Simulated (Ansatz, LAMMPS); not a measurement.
# Structural relaxation of amorphous 75SiO2-25TiO2 (mol %) (96 atoms), part 3 of 3

Wanted: the relaxed structure of amorphous 75SiO2-25TiO2 (mol %) (96 atoms) and its electronic structure.

Ansatz 0.2.0; Kohn-Sham DFT, PBE, PAW (set soft_2), plane waves.

The cell: 24 Si, 8 Ti and 64 O. The quench rate of 50 K/ps is orders of magnitude faster than experiment. The network of bonds at the start is that of the classical potential that made the cell. Only the Γ point is sampled in the main run, in a cell whose shortest periodic width is 11 Å.

So far. Step 7 (K-mesh 2×2×2): Forces differ from those of the single point at the relaxed geometry by 3.8 meV/Å r.m.s.; the energy by -0.52 meV/atom. It took 2.5 min and 12 cycles; the reference's time can't be set against it, since the two runs asked for unlike analyses. Step 8 (Functional HSE06): Forces differ from those of the single point at the relaxed geometry by 190 meV/Å r.m.s.; the pressure by -4.9 GPa and the gap by +1.6 eV.

**8. Functional HSE06 (continued)**

Löwdin charges by element and coordination (they lack the spilled electrons, 0.064 e an atom on average):

```csv
element,coordination,atoms,mean charge (e),spread,least,most
O,all,64,-0.786,0.0492,-0.873,-0.644
O,2,61,-0.783,0.0488,-0.844,-0.644
O,3,3,-0.836,0.0267,-0.873,-0.812
Si,all,24,1.82,0.0229,1.78,1.85
Ti,all,8,1.60,0.0206,1.57,1.62
Ti,3,1,1.62,0,1.62,1.62
Ti,4,4,1.60,0.0114,1.58,1.61
Ti,5,2,1.60,0.0279,1.57,1.62
Ti,6,1,1.57,0,1.57,1.57
```

Density of states as counts of states in windows of 1 eV (from the Fermi level), total and the larger projections:

```csv
from (eV),to (eV),total,O p,Ti d,Si p
-18,-13,0.0,0.0,0.0,0.0
-13,-12,2.0,1.3,0.0,0.1
-12,-11,9.1,6.1,0.0,0.4
-11,-10,14.1,9.7,0.1,1.0
-10,-9,13.1,9.3,0.1,1.4
-9,-8,25.8,19.6,0.2,4.6
-8,-7,33.5,25.3,1.7,4.6
-7,-6,37.1,28.9,2.7,3.2
-6,-5,64.8,54.9,4.3,2.6
-5,-4,79.3,71.5,3.6,1.7
-4,-3,72.7,68.2,1.9,0.9
-3,-2,30.7,29.4,0.4,0.2
-2,-1,2.0,1.9,0.0,0.0
-1,1,0.0,0.0,0.0,0.0
1,2,1.9,0.2,1.5,0.0
2,3,10.5,1.2,8.7,0.1
3,4,24.9,3.2,19.7,0.5
4,5,26.3,4.0,17.6,0.6
```

Between -26 and -18 eV lie 128 more states.

The stored curve holds about 512 of the 576 electrons; the rest, give or take the few that broadening carries across the Fermi level, lie in deeper levels below its range.

The levels nearest the highest filled one (over half full), pooled over k-points and spins:

```csv
level less the highest filled one (eV),occupation
-0.734,2
-0.694,2
-0.571,2
-0.358,2
-0.264,2
0,2
3.78,0
4.07,0
4.16,0
4.61,0
4.78,0
4.84,0
```

**9. Functional r2SCAN (500 eV)**

The meta-GGA r2SCAN uses the kinetic energy density as well as the density and its gradient. Besides, the cutoff goes from 420 to 500 eV.

This step: Kohn-Sham DFT, r2SCAN, PAW (set soft_2), plane waves (Ansatz 0.2.0).

Input file input.yaml:

```yaml
crystal:
  lattice:
    - [11.46322, 0.12323, -0.05547]
    - [0.12323, 11.04182, 0.55911]
    - [-0.05547, 0.55911, 11.17576]
  atoms:
    [... the 96 atom lines of step 6 ...]
kpoints:
  mp_grid: { grid: [1, 1, 1] }
hamiltonian:
  xc: r2scan
scf:
  occupations: { method: fermi_dirac, width: 0.025 }
output:
  forces: true
  stress: true
  populations: true
  dos:
    method: { smearing: { sigma: 0.08 } }
    de: 0.05
    projected: { site_lists: { O: [O], Si: [Si], Ti: [Ti] } }
  eigenvalues: true
```

Command:

```bash
$ ansatz run input.yaml --threads 4 --pin off --max-ram 8192MiB --backend cpu --events-out ev --progress --plain --runs-dir out
```

Run time: 41 s. Hardware: 4 threads of Intel Xeon Platinum 8488C (Sapphire Rapids), shared host; peak memory 4.1 GiB.

Geometry and reference: those of the single point at the relaxed geometry.

Forces differ from those of the single point at the relaxed geometry by 146 meV/Å r.m.s.; the pressure by -4.3 GPa and the gap by +0.33 eV. It took 41 s and 12 cycles; the reference's time can't be set against it, since the two runs asked for unlike analyses.

**10. Functional PBEsol**

PBEsol restores the gradient expansion of exchange for slowly varying densities and usually gives shorter bonds in solids than PBE.

This step: Kohn-Sham DFT, PBEsol, PAW (set soft_2), plane waves (Ansatz 0.2.0).

Changes to input.yaml since step 9:

```diff
@@ -10,3 +10,3 @@
 hamiltonian:
-  xc: r2scan
+  xc: pbesol
 scf:
```

It took 15 s on 4 threads; peak memory 1.9 GiB; 57 s of CPU time.

Geometry and reference: those of the single point at the relaxed geometry.

Forces differ from those of the single point at the relaxed geometry by 72 meV/Å r.m.s.; the pressure by -2.8 GPa and the gap by +0.0072 eV.

**11. The ladder side by side**

Each row is set against the single point at the relaxed geometry (Kohn-Sham DFT, PBE, PAW (set soft_2), plane waves; r.m.s. force component 0.00689 eV/Å). Energies are set beside the reference only for runs with its functional, potentials and electron count. Times are for 4 threads of Intel Xeon Platinum 8488C (Sapphire Rapids), shared host. The reference's time includes grids, which some other runs skip.

```csv
run,"Δ force, r.m.s. (meV/Å)",Δ energy (meV/atom),Δ pressure (GPa),Δ gap (eV),cycles,time,host memory (GiB)
reference,-,-,-,-,12,18 s,1.9
k-mesh 2×2×2,3.83,-0.516,9.0e-4,-0.0017,12,2.5 min,6.3
functional HSE06,190,-,-4.87,1.60,24,4.4 min,4.4
functional r2SCAN (500 eV),146,-,-4.33,0.332,12,41 s,4.1
functional PBEsol,71.8,-,-2.79,0.0072,13,15 s,1.9
```

**12. What came out**

| Property | Result |
| --- | --- |
| energy change in the relaxation | -57.94 meV/atom |
| r.m.s. displacement | 0.368 Å |
| largest displacement | 1.05 Å |
| free energy per atom | -746.6537 eV/atom |
| pressure | 0.001509 GPa |
| r.m.s. force component | 0.00689 eV/Å |
| gap (highest filled to lowest empty level) | 2.177 eV |
| wall time of the 7 DFT runs | 12 min |

Relaxation lowers the energy by 57.9 meV/atom and moves atoms by 0.37 Å r.m.s.; the r.m.s. force component goes from 0.83 to 0.0069 eV/Å. Displacements are taken in the final cell, so they leave out its strain. By the final cutoffs 1 of 130 bonded pairs parted and 2 joined. The cell grew by 1.7 % in volume. First to last step the energy falls by 5.562 eV, across changes of basis; the largest move, 1.05 Å, is that of O43. The O-Ti bonds change most in mean length: from 1.840 Å (spread 0.140) to 1.885 Å (spread 0.153), and their number from 34 to 35. With the cutoffs above, 95 % of O atoms have 2, all Si atoms have 4 and 50 % of Ti atoms have 4 bonded neighbours. Counting bonds to Si alone, not to Ti, 58 % of the oxygens join two of these atoms and 34 % one; 8 % join none. Filled and empty levels are parted by 2.18 eV (at Γ alone); a semilocal functional tends to put such gaps too low. In a disordered cell it changes from sample to sample, and tail or defect levels can set it.

Among the changes of functional, dispersion, potentials or spin set against this reference, functional HSE06 moves the forces most, by 190 meV/Å r.m.s. The gap changes by +1.60 eV with HSE06.

**Limits.** The starting topology of bonds comes from the classical model; in DFT 1 of its 130 bonded pairs passed out of the cutoffs and 2 came within them.

[Logs are printed without paths, hosts, clocks, repeated set-up lines and the standing remarks that a program may print on its own settings, such as how far it seeks lower states.]

[Hosts, paths, dates, database ids (printed as entryN), source tags and the programs' standing remarks are cut or masked in the printed files.]
